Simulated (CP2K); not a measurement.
Two runs for the S L₂,₃ edge of 3-hydroxythiophene. Run A: CP2K XAS_TDP, all-electron GAPW, PBEh(45%), aug-cc-pVDZ, TDA, ZORA, spin–orbit coupling. Run B differs in one setting.

First lines with a strength over 0.0003. A:

| atom | energy (eV) | states | strength, one atom |
| --- | --- | --- | --- |
| S5 (bonded to 2 C) | 164.43 | 1 | 0.0005 |
|  | 164.54 | 1 | 0.0018 |
|  | 164.87 | 1 | 0.0019 |
|  | 165.61 | 2 | 0.0015 |
|  | 165.97 | 1 | 0.0043 |

B:

| atom | energy (eV) | states | strength, one atom |
| --- | --- | --- | --- |
| S5 (bonded to 2 C) | 167.45 | 2 | 0.0005 |
|  | 167.58 | 1 | 0.0018 |
|  | 167.90 | 1 | 0.0020 |
|  | 168.64 | 2 | 0.0016 |
|  | 168.98 | 1 | 0.0041 |

Q: Which was it: GW2X switched on, the functional, the basis?

GW2X switched on. GW2X shifts the lines nearly together; each 2p level gets its own shift. The lowest line over the strength cut lies at 167.45 eV, against 164.43 eV (PBEh(45%), aug-cc-pVDZ).

[Hosts, paths, dates, database ids (printed as entryN), source tags and the programs' standing remarks are cut or masked in the printed files.]
